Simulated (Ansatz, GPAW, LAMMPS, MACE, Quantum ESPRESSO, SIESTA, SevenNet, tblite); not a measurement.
**tblite runs on liquid (Cs,Li,Na)Cl at 1300 K (98 atoms)**

Wanted: tblite inputs and outputs for liquid (Cs,Li,Na)Cl at 1300 K (98 atoms), checked against a plane-wave reference.

Main program and level: tblite 0.8.0; the method is named at each step.

### Step 1. Set-up

The cell holds 98 atoms: 15 Cs, 21 Li, 13 Na and 49 Cl. Cell: a = 15.265 Å, b = 15.265 Å, c = 15.265 Å, α = 90.0°, β = 90.0°, γ = 90.0°. 98 atoms (15 Cs, 21 Li, 13 Na, 49 Cl) placed at random at 1.95 g/cm³, melted at 1800 K for 10 ps at fixed volume with the Lennard-Jones and Coulomb ion parameters for SPC/E (Joung and Cheatham, J. Phys. Chem. B 112, 9020 (2008)), full charges. Snapshot at the end of a hold of 20 ps at 1300 K and fixed volume.

The yardstick, on the same geometry:

| Quantity | Value |
| --- | --- |
| method | Kohn-Sham DFT, PBE, PAW, plane waves (Ansatz 0.2.0); cutoff 420 eV, Γ point, fermi-dirac smearing of 0.05 eV; PAW set soft_2 |
| r.m.s. force component | 0.3723 eV/Å |
| longest force | 1.785 eV/Å |
| pressure | -0.3554 GPa |
| gap (highest filled to lowest empty level) | 2.919 eV |
| SCF cycles | 8 |
| time | 57 s on 4 threads of Arm Neoverse V1, shared host |
| CPU time | 3.7 min |

### Step 2. GFN1-xTB

Method: GFN1-xTB tight binding, diagonalisation.

Input file run.py:

```python
import numpy as np
from ase.io import read
from tblite.ase import TBLite

atoms = read("structure.xyz")
atoms.calc = TBLite(method="GFN1-xTB", electronic_temperature=580, accuracy=1.0, max_iterations=250, mixer_damping=0.4, verbosity=1)
energy = atoms.get_potential_energy()
forces = atoms.get_forces()
print(f"energy {energy:.6f} eV")
print("forces (eV/A)")
for i, (a, f) in enumerate(zip(atoms, forces)):
    print(f"{i:4d} {a.symbol:2s} {f[0]:10.5f} {f[1]:10.5f} {f[2]:10.5f}")
stress = -atoms.get_stress(voigt=False) * 160.21766
print("stress (GPa, compression positive)")
for row in stress:
    print(" ".join(f"{x:10.4f}" for x in row))
print("charges (e)")
print(np.array2string(atoms.get_charges(), precision=4, suppress_small=True, max_line_width=110, threshold=100000))
```

Input file structure.xyz:

```xyz
98
Lattice="15.26530 0.00000 0.00000 0.00000 15.26530 0.00000 0.00000 0.00000 15.26530" Properties=species:S:1:pos:R:3 pbc="T T T"
Cs 3.15503 12.15377 5.50238
Cs 7.24781 4.85910 14.20512
Cs 3.03657 13.58841 13.06878
Cs 10.75105 6.61751 1.49692
Cs 0.91378 10.37170 11.02750
Cs 2.06784 14.04163 2.37772
Cs 10.45475 0.35568 9.25031
Cs 7.83995 6.30671 9.18330
Cs 13.79479 13.79403 4.33428
Cs 10.14211 11.15206 14.89038
Cs 2.03502 5.45109 12.97642
Cs 15.08456 2.21087 10.43017
Cs 11.89442 2.74180 5.74158
Cs 13.62306 6.71200 7.73096
Cs 6.07574 2.45466 6.49493
Li 11.49492 10.07800 11.03330
Li 4.58341 13.84731 8.20998
Li 1.37540 1.54149 6.47218
Li 7.22568 12.50106 13.45789
Li 12.06768 3.03841 12.33482
Li 13.93600 7.78408 12.82010
Li 0.56634 14.49608 8.51102
Li 8.78442 5.28149 4.64279
Li 2.98330 2.56564 3.47759
Li 0.59504 4.93268 5.11800
Li 10.94522 5.51444 10.30438
Li 7.38596 2.46840 2.58564
Li 3.25823 10.60969 1.43280
Li 14.08926 9.85833 4.46815
Li 8.84304 0.89638 13.96103
Li 6.18352 8.63665 13.89860
Li 5.39842 8.13808 7.02937
Li 10.83760 11.50836 2.90422
Li 6.30945 10.28698 2.39131
Li 5.28759 10.61793 9.93420
Li 12.72897 11.55568 7.65356
Na 14.50936 10.43017 0.25966
Na 0.69152 7.22140 2.09806
Na 9.62065 9.34542 5.26653
Na 3.17579 2.38123 14.87680
Na 2.93078 6.37922 8.72946
Na 5.01389 6.42959 2.05853
Na 13.43957 14.50402 14.53348
Na 7.89933 11.82267 8.75022
Na 6.51828 13.48414 0.99286
Na 10.25920 0.45170 1.81504
Na 5.48482 1.39494 11.72864
Na 6.40135 13.96653 4.93130
Na 14.72369 2.68410 1.54576
Cl 15.21554 7.40703 5.08960
Cl 2.68150 0.25157 7.92941
Cl 11.71780 0.78296 12.58563
Cl 13.60123 9.77025 9.17689
Cl 5.00885 2.97566 1.40135
Cl 4.92901 5.75303 6.80680
Cl 6.75490 12.61326 11.13665
[... 38 atom lines left out ...]
Cl 7.97612 8.18388 14.96274
Cl 8.84349 2.76989 4.70095
Cl 8.97600 2.49191 0.57535
Cl 12.37985 1.56164 2.82042
```

Launch:

```bash
$ OMP_NUM_THREADS=1 python run.py > output.txt
```

The log of the run:

```text
------------------------------------------------------------
  cycle        total energy    energy error   density error
------------------------------------------------------------
      1     -229.8067053561  -2.2957951E+02   5.5846766E-01
      2     -213.4338265208   1.6372879E+01   3.4708634E-01
      3      6892.857515937   7.1062913E+03   2.7276763E+00
      4     -218.6015189860  -7.1114590E+03   1.1318429E-01
      5     -224.4003926603  -5.7988737E+00   8.0248796E-02
      6     -227.8359829279  -3.4355903E+00   5.2881936E-02
      7     -229.4498227618  -1.6138398E+00   3.2291639E-02
      8     -230.3917357914  -9.4191303E-01   5.8316434E-03
      9     -230.4177004127  -2.5964621E-02   1.4398420E-03
     10     -230.4183455664  -6.4515374E-04   1.3316376E-03
     11     -230.4197790989  -1.4335325E-03   1.2608924E-04
     12     -230.4197759594   3.1395087E-06   8.5555432E-05
     13     -230.4197823514  -6.3919457E-06   3.0528426E-05
     14     -230.4197829614  -6.1001020E-07   1.5161274E-05
------------------------------------------------------------
 total:                                   4.671 sec
energy -6270.041662 eV
forces (eV/A)
   0 Cs   -0.19571   -0.55455    1.00553
   1 Cs    0.05086   -0.06057    0.08699
   2 Cs    0.01859   -0.08016   -0.08073
   3 Cs   -0.12116   -0.07745   -0.05030
   4 Cs   -0.18503    0.04474    0.10628
   5 Cs    0.01236    0.45475   -1.04868
   6 Cs   -0.07185   -0.02713    0.15456
   7 Cs    0.03246    0.04950   -0.04536
   8 Cs   -0.37378    0.16202    0.18701
   9 Cs   -0.05474   -0.39238   -0.12422
  10 Cs   -0.09100    0.18109    0.07316
  11 Cs    0.25663   -0.16573    0.07120
  12 Cs    0.15480    0.01304    0.03675
  13 Cs    0.00552    0.05690    0.26553
  14 Cs   -0.12040    0.04455   -0.11995
  15 Li    0.31091   -0.19522   -0.48385
  16 Li    0.20644    0.18061   -0.25259
  17 Li   -0.20315    0.01614    0.08117
  18 Li   -0.35117    0.24090   -0.16459
  19 Li   -0.21634    0.15364   -0.17160
  20 Li    0.59054    0.31093   -0.08223
  21 Li    0.04570   -0.33399   -0.05078
  22 Li    0.23729   -0.46761   -0.09886
  23 Li    0.14868   -0.31078    0.00256
[...]
90 Cl   -0.28401   -0.16844   -0.17779
  91 Cl    0.26090   -0.35103    0.44075
  92 Cl   -0.03340   -0.29968   -0.02134
  93 Cl   -0.30930    0.18344   -0.23429
  94 Cl    0.39923   -0.24617    0.05192
  95 Cl   -0.24648    0.13230   -0.10626
  96 Cl   -0.16395   -0.46609    0.14805
  97 Cl    0.32225   -0.02964   -0.24983
stress (GPa, compression positive)
   -2.8950     0.0339    -0.0249
    0.0339    -3.0173     0.0227
   -0.0249     0.0227    -3.0486
charges (e)
[ 0.7731  0.7678  0.7812  0.7772  0.7708  0.7783  0.7864  0.7731  0.7663  0.7622  0.7816  0.7718  0.793
  0.7696  0.7792  0.4666  0.4667  0.458   0.4505  0.4786  0.5146  0.4575  0.4594  0.4421  0.4469  0.4375
  0.4771  0.4812  0.4842  0.4525  0.4645  0.4821  0.4537  0.4633  0.4461  0.4574  0.7429  0.7374  0.7421
  0.747   0.7537  0.743   0.7579  0.7366  0.7369  0.7296  0.7466  0.7447  0.7353 -0.6192 -0.5067 -0.6178
 -0.6176 -0.6289 -0.6692 -0.5659 -0.6379 -0.5003 -0.6126 -0.6569 -0.5777 -0.7103 -0.5847 -0.5789 -0.6063
 -0.7646 -0.6942 -0.5662 -0.592  -0.6178 -0.5849 -0.6806 -0.5935 -0.7018 -0.68   -0.6413 -0.6992 -0.6713
 -0.5627 -0.6413 -0.5534 -0.6448 -0.6598 -0.7034 -0.7536 -0.5655 -0.606  -0.588  -0.6796 -0.6054 -0.6289
 -0.6437 -0.7214 -0.6742 -0.6416 -0.6224 -0.5912 -0.7608]
```

The job ended after 5.4 s (1 thread of Arm Neoverse V1, shared host; peak memory 0.2 GiB).

Banners, paths, timers and routine set-up lines are dropped from the logs unmarked, and long logs keep their key lines alone; longer cuts are marked.

Numbers from this run, and their distance from the reference:

* r.m.s. force component: 0.2523 eV/Å
* r.m.s. difference of force components: 208.5 meV/Å
* longest difference of force vectors: 1355 meV/Å
* force difference over r.m.s. force: 56.01 %
* slope of forces against the reference's: 0.5727
* correlation of force components: 0.8452
* pressure: -2.987 GPa
* pressure difference: -2.632 GPa

Length of the force difference by element (eV/Å):

| element | atoms | mean | most |
| --- | --- | --- | --- |
| Cl | 49 | 0.29 | 0.88 |
| Cs | 15 | 0.53 | 1.4 |
| Li | 21 | 0.21 | 0.34 |
| Na | 13 | 0.20 | 0.30 |

A closer look about Cl58, whose charge lies farthest from its element's mean: 10 atoms, nearest first, numbered in the order of the input, with positions taken from that point.

| atom | x | y | z | distance (Å) | bonds | Mulliken charge (e) | Fx | Fy | Fz (eV/Å) |
| --- | --- | --- | --- | --- | --- | --- | --- | --- | --- |
| Cl58 | 0.00 | 0.00 | 0.00 | 0.00 | 5 | -0.50 | -0.32 | 0.37 | 0.22 |
| Li19 | 1.01 | 1.61 | -1.62 | 2.49 | 4 | 0.45 | -0.35 | 0.24 | -0.16 |
| Li31 | -0.04 | -2.26 | -1.17 | 2.55 | 3 | 0.46 | -0.11 | -0.13 | -0.12 |
| Li34 | 0.09 | -0.61 | 2.58 | 2.66 | 4 | 0.46 | -0.03 | -0.07 | -0.17 |
| Na45 | 0.30 | 2.59 | 1.18 | 2.86 | 5 | 0.74 | 0.04 | 0.07 | -0.03 |
| Cl95 | 1.76 | -2.71 | -0.11 | 3.23 | 4 | -0.64 | 0.40 | -0.25 | 0.05 |
| Li28 | -2.96 | -0.29 | 1.62 | 3.39 | 2 | 0.48 | 0.03 | 0.23 | 0.10 |
| Cl88 | 2.48 | 2.84 | -0.39 | 3.79 | 4 | -0.59 | 0.01 | 0.43 | -0.12 |
| Cs10 | 3.92 | 0.26 | -0.18 | 3.94 | 6 | 0.76 | -0.05 | -0.39 | -0.12 |
| Cl83 | -1.39 | 1.75 | 3.34 | 4.02 | 5 | -0.66 | 0.41 | -0.53 | -0.73 |

Atoms are counted from 1 here, from 0 in the log.

Forces lie 56 % from the reference's, at 0.024 times its CPU time (on 1 against 4 cores).

### Step 3. Summary of results

| Quantity | Value |
| --- | --- |
| force difference from the reference | tblite GFN1-xTB, 56 % |
| its CPU time | 5.3 s |

What this shows: Tight binding differs by 56 % (tblite GFN1-xTB); it is another model, with fitted parameters of its own, and the xTB methods hold dispersion. One electronic-structure run takes under half the reference's CPU time: tblite GFN1-xTB, at 56 % in 5.3 s against 3.7 min; its pressure misses by -2.6 GPa. Periodic xTB results under one method name differ between programs and library versions. The frame stands for 1300 K, but pressures are static and levels are smeared at 580 K. The network of bonds at the start is that of the classical potential that made the cell, and needn't be the one that DFT or experiment would give. The ion parameters were fitted for water, not for melts, so the starting structure of this cell may lie well off the real melt's. The electronic-structure runs sample only Γ, in a cell whose shortest periodic width is 15 Å. Spin–orbit coupling is left out, which matters for the levels of the heavy elements.

[Also dropped from logs without a mark: logging warnings of Python, and SIESTA's first energy breakdown and zero terms.]

[Logs are printed without paths, hosts, clocks, repeated set-up lines and the standing remarks that a program may print on its own settings, such as how far it seeks lower states.]

[Hosts, paths, dates, database ids (printed as entryN), source tags and the programs' standing remarks are cut or masked in the printed files.]
